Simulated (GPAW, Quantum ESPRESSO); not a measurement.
# In K ELNES/XANES of In (I4/mmm) from DFT, part 2 of 2

Aim: the In K edge of In (I4/mmm) by two routes, a Lanczos recursion (XSpectra) and a sum over empty bands (GPAW), to see which features are robust.

Quantum ESPRESSO 7.5 and GPAW 26.7.0; core-hole supercells, plane-wave PAW LDA.

So far. Step 8 (The field without a hole (GPAW)): The mesh shows no gap, so the system is treated as a metal and the core electron is put at the Fermi level (neutral cell). Step 9 (Spectrum without a core hole, In atom 1 (GPAW)): Main maxima below 26 eV (height): 6.2 eV (1.28) and 22.8 eV (1.13). 

## (11) Spectrum with XCH, In atom 1 (GPAW)

The holes are 5.7 Å apart. The excited electron is kept in the cell, where it fills the lowest empty states and screens the hole. After the field has converged, empty bands are computed with the density fixed and the dipole matrix elements are summed.

xas.py reads:

```python
import numpy as np
from ase import Atoms
from ase.parallel import parprint, paropen
from gpaw import GPAW, PW, FermiDirac, Mixer, MixerDif, setup_paths
from gpaw.test import gen
setup_paths.insert(0, '.')
gen('In', name='fch1s', xcname='LDA', corehole=(1, 0, 1), write_xml=True)
from gpaw.mpi import world
world.barrier()

atoms = Atoms('In6',
    cell=[[-4.87641, 1.62547, 2.4737],
     [-4.87641, -1.62547, -2.4737],
     [0, -3.25094, 4.9474]],
    scaled_positions=[[0, 0, 0],
     [0.16666667, 0.16666667, 0.5],
     [0.33333333, 0.33333333, 0],
     [0.5, 0.5, 0.5],
     [0.66666667, 0.66666667, 0],
     [0.83333333, 0.83333333, 0.5]],
    pbc=True)
atoms.calc = calc = GPAW(legacy_gpaw=True, mode=PW(500), xc='LDA', setups={0: 'fch1s'},
    kpts={'size': (4, 4, 4), 'gamma': True}, occupations=FermiDirac(0.1),
    charge=-1, mixer=Mixer(0.1, 5, 50), maxiter=150,
    convergence={'density': 0.0001}, txt='scf.txt')
energy = atoms.get_potential_energy() + calc.get_reference_energy()
ef = calc.get_fermi_level()
out = dict(energy=energy, fermi=ef, forces=atoms.get_forces().tolist())
parprint(f'all-electron energy {energy:.4f} eV, Fermi level {ef:.4f} eV')
ev = np.array([[calc.get_eigenvalues(k, s) for k in range(len(calc.get_ibz_k_points()))] for s in range(calc.get_number_of_spins())])
out['homo'], out['lumo'], out['counts'] = ev[ev < ef].max(), ev[ev > ef].min(), sorted(set((ev < ef).sum((0, 2)).tolist()))
out['filled'] = (ev[:, 0] < ef).sum(1).tolist()

from ase.units import Ha
from gpaw.xas import dipole_matrix_elements
nb = int(calc.get_number_of_electrons() / 2) + 96
top, nb = nb, nb + 8 + nb // 12
nscf = calc.fixed_density(kpts={'size': (5, 5, 5), 'gamma': True}, nbands=nb,
    convergence={'bands': top, 'eigenstates': 1e-5}, maxiter=60, txt='nscf.txt')
cell = atoms.cell.array
ops = [cell.T @ U.T @ np.linalg.inv(cell.T) for U in nscf.wfs.kd.symmetry.op_scc]
E = np.arange(-6, 34, 0.1)
fwhm = np.interp(E, [4, 25], [7.91, 7.91])
Y, X, zero, highest = 0, 0, 1e9, 1e9
for spin in range(nscf.get_number_of_spins()):
    wfs = nscf.wfs
    A = dipole_matrix_elements(wfs.setups[0])
    eps = np.zeros((wfs.kd.nibzkpts, nb))
    d = np.zeros((3, A.shape[1], wfs.kd.nibzkpts, nb), complex)
    for kpt in wfs.kpt_u:
        if kpt.s == spin and 0 in kpt.P_ani:
            eps[kpt.k] = kpt.eps_n * Ha
            d[:, :, kpt.k] = (kpt.weight * wfs.nspins / 2) ** 0.5 * np.inner(A, kpt.P_ani[0])
    world.sum(eps)
    world.sum(d)
    T = np.einsum('amkn,bmkn->abkn', d, d.conj()).real
    T = sum(np.einsum('ai,ijkn,bj->abkn', R, T, R) for R in ops) / len(ops)
    empty = eps > ef
    zero, highest = min(zero, eps[empty].min()), min(highest, eps[:, top - 1].min())
    lines = [(eps, T, empty)] if spin == 0 else lines + [(eps, T, empty)]
for eps, T, empty in lines:
    f = np.einsum('aakn->akn', T).reshape(3, -1)
    x = eps.ravel() - zero
    w = np.interp(x, E, fwhm) / 2.35482
    g = np.exp(-0.5 * ((E[:, None] - x) / w) ** 2) / (w * (2 * np.pi) ** 0.5)
    Y = Y + (f * empty.ravel()) @ g.T
    X = X + (f * ~empty.ravel()) @ g.T
out.update(E=E.round(2).tolist(), xas=Y.tolist(), xes=X.tolist(), zero=zero, valid=highest - zero, nk=len(eps), nb=nb)
for i in range(0, len(E), 10):
    parprint(f'{E[i]:7.2f}', *(f'{v:10.3e}' for v in Y[:, i]))
import json
with paropen('out.json', 'w') as f:
    json.dump(out, f)
```

Launch:

```bash
$ OMP_NUM_THREADS=1 mpirun -n 4 gpaw python xas.py
```

Wall time 2.1 min (4 MPI ranks of Arm Neoverse V2, shared host); peak memory 0.42 GiB.

The In K spectrum, In atom 1, excited-electron core hole (neutral cell) (energy from the lowest empty level; intensity scaled to a mean of 1 over the first 20 eV; polarised curves are means over the symmetry-equivalent atoms):

```tsv
E (eV)	isotropic	ε ⊥ c	ε ∥ c
-2.0	0.43	0.42	0.45
-1.0	0.60	0.58	0.63
0.0	0.78	0.76	0.82
1.0	0.96	0.94	1.00
2.0	1.11	1.09	1.15
3.0	1.23	1.21	1.26
4.0	1.29	1.28	1.31
5.0	1.30	1.30	1.31
6.0	1.27	1.28	1.26
7.0	1.21	1.22	1.18
8.0	1.12	1.14	1.08
9.0	1.02	1.05	0.98
10.0	0.93	0.96	0.89
11.0	0.86	0.88	0.82
12.0	0.80	0.81	0.78
13.0	0.77	0.77	0.77
14.0	0.76	0.75	0.79
15.0	0.78	0.76	0.82
16.0	0.82	0.79	0.88
17.0	0.88	0.85	0.94
18.0	0.94	0.91	1.00
19.0	1.00	0.97	1.04
20.0	1.05	1.03	1.07
21.0	1.08	1.07	1.08
22.0	1.08	1.09	1.06
23.0	1.06	1.08	1.02
24.0	1.03	1.05	0.97
25.0	0.98	1.01	0.92
26.0	0.93	0.95	0.88
27.0	0.88	0.89	0.85
28.0	0.84	0.85	0.83
29.0	0.82	0.82	0.82
30.0	0.81	0.80	0.82
31.0	0.80	0.80	0.81
32.0	0.80	0.81	0.80
```

Main maxima below 28 eV (height): 4.8 eV (1.30) and 21.8 eV (1.08). 

## (12) The two programs side by side

The line shapes differ (Lorentzian half width 3.96 eV, against Gaussian full width 7.91 eV), so both get a further Gaussian of 1.5 eV full width before they are compared; the Lorentzian tails remain.

```tsv
E (eV)	XSpectra	GPAW
-2.00	0.58	0.44
-1.25	0.66	0.56
-0.50	0.75	0.69
0.25	0.84	0.82
1.00	0.93	0.95
1.75	1.02	1.07
2.50	1.08	1.17
3.25	1.14	1.24
4.00	1.16	1.28
4.75	1.17	1.29
5.50	1.16	1.28
6.25	1.15	1.25
7.00	1.12	1.20
7.75	1.09	1.14
8.50	1.05	1.07
9.25	1.01	1.00
10.00	0.98	0.94
10.75	0.95	0.88
11.50	0.92	0.83
12.25	0.90	0.80
13.00	0.89	0.78
13.75	0.88	0.77
14.50	0.88	0.78
15.25	0.89	0.79
16.00	0.90	0.83
16.75	0.92	0.86
17.50	0.94	0.91
18.25	0.96	0.95
19.00	0.99	1.00
19.75	1.00	1.03
20.50	1.02	1.06
21.25	1.03	1.07
22.00	1.03	1.08
22.75	1.03	1.07
23.50	1.01	1.04
24.25	1.00	1.01
25.00	0.98	0.98
25.75	0.95	0.94
26.50	0.94	0.90
27.25	0.92	0.87
28.00	0.91	0.84
28.75	0.90	0.83
29.50	0.89	0.81
30.25	0.89	0.81
31.00	0.89	0.81
31.75	0.89	0.80
```

```tsv
	XSpectra	GPAW
k mesh of the spectrum	5×5×5	5×5×5
cutoff (eV)	558	500
highest intensity below 24 eV after the common broadening, eV (height)	4.7 (1.17)	4.8 (1.30)
core time, hole field and spectrum	5.1 min	8.3 min
```

## (13) With and without the hole

XSpectra's curves. Both curves are counted from their own zero, so only the shift of weight within the empty states shows.

```tsv
E (eV)	no hole	XCH
-2.0	0.46	0.58
-1.0	0.56	0.69
0.0	0.66	0.81
1.0	0.75	0.93
2.0	0.85	1.05
3.0	0.95	1.12
4.0	1.03	1.16
5.0	1.08	1.17
6.0	1.12	1.16
7.0	1.12	1.12
8.0	1.11	1.07
9.0	1.09	1.03
10.0	1.05	0.98
11.0	1.02	0.93
12.0	0.99	0.90
13.0	0.96	0.88
14.0	0.95	0.88
15.0	0.95	0.89
16.0	0.97	0.90
17.0	1.00	0.93
18.0	1.03	0.96
19.0	1.07	0.99
20.0	1.12	1.01
21.0	1.16	1.03
22.0	1.19	1.04
23.0	1.21	1.02
24.0	1.21	1.00
25.0	1.19	0.98
26.0	1.17	0.95
27.0	1.14	0.92
28.0	1.12	0.91
29.0	1.11	0.89
30.0	1.10	0.89
31.0	1.10	0.89
32.0	1.10	0.89
```

With each curve scaled to its own mean, the area from −2 to 6 eV with the hole is 7.8 against 6.7, and the centre of weight from −1 to 20 eV moves by -0.6 eV: the hole pulls the absorber's empty states down.

## (14) Runs not followed above

These runs aren't followed: redraws of a spectrum that repeat one shown, runs with a planted fault or a state judged unsound, or a program's part that gave no sound spectrum.

| program | step | status | elapsed |
| --- | --- | --- | --- |
| Quantum ESPRESSO | no core hole, redrawn | converged | 4.7 s |
| Quantum ESPRESSO | spectrum with XCH, redrawn | converged | 2.1 s |

## (15) What came out

```yaml
absorber_and_edge: In K, atom 1 of the ground-state input (counted from 1)
surroundings: 4 In at 3.25 Å and 8 In at 3.38 Å (distorted cuboctahedral, site symmetry 4/mmm)
highest_intensity_below_24_ev_xspectra_narrow_line: 4.7 eV above the zero, height 1.18
```

The two programs agree closely: 9 % r.m.s. remains over the first 14 eV after a relative shift of 0.0 eV; their raw zeros differ by 32 eV. So wide a line leaves little structure to disagree on. In XSpectra the In K edge of atom 1, with 4 In at 3.25 Å and 8 In at 3.38 Å (distorted cuboctahedral, site symmetry 4/mmm), has its highest intensity of the first 24 eV at 4.7 eV above the zero, 1.2 times the mean level of the first 20 eV (Lorentzian half width 3.96 eV). In XSpectra: With each curve scaled to its own mean, the area from −2 to 6 eV with the hole is 7.8 against 6.7, and the centre of weight from −1 to 20 eV moves by -0.6 eV: the hole pulls the absorber's empty states down. In GPAW: With each curve scaled to its own mean, the area from −2 to 6 eV with the hole is 8.1 against 7.0, and the centre of weight from −1 to 20 eV moves by -0.4 eV: the hole pulls the absorber's empty states down. 3 further runs of this session are left out of this account as redundant. XSpectra leaves a spike where filled states are cut (about half a line width round xe0); it is interpolated away in tables and plots. The holes are only 5.7 Å apart, so the shape is probably not converged with cell size; no larger cell was run here. Lifetime broadening is put in by hand, and intensities beyond about 20 eV depend on it and on the partial waves. The structure is a published determination, not relaxed.

[Logs are printed without paths, hosts, clocks, repeated set-up lines and the standing remarks that a program may print on its own settings, such as how far it seeks lower states.]

[Hosts, paths, dates, database ids (printed as entryN), source tags and the programs' standing remarks are cut or masked in the printed files.]

[Lists of maxima count a maximum above −3 eV only where it reaches 4 % of the highest in the window and stands out from its surroundings by 2 % of it (1.5 % where it reaches 55 %); shoulders and weaker maxima are passed over, and of the rest the first, up to two pre-edge ones and the few strongest are named.]
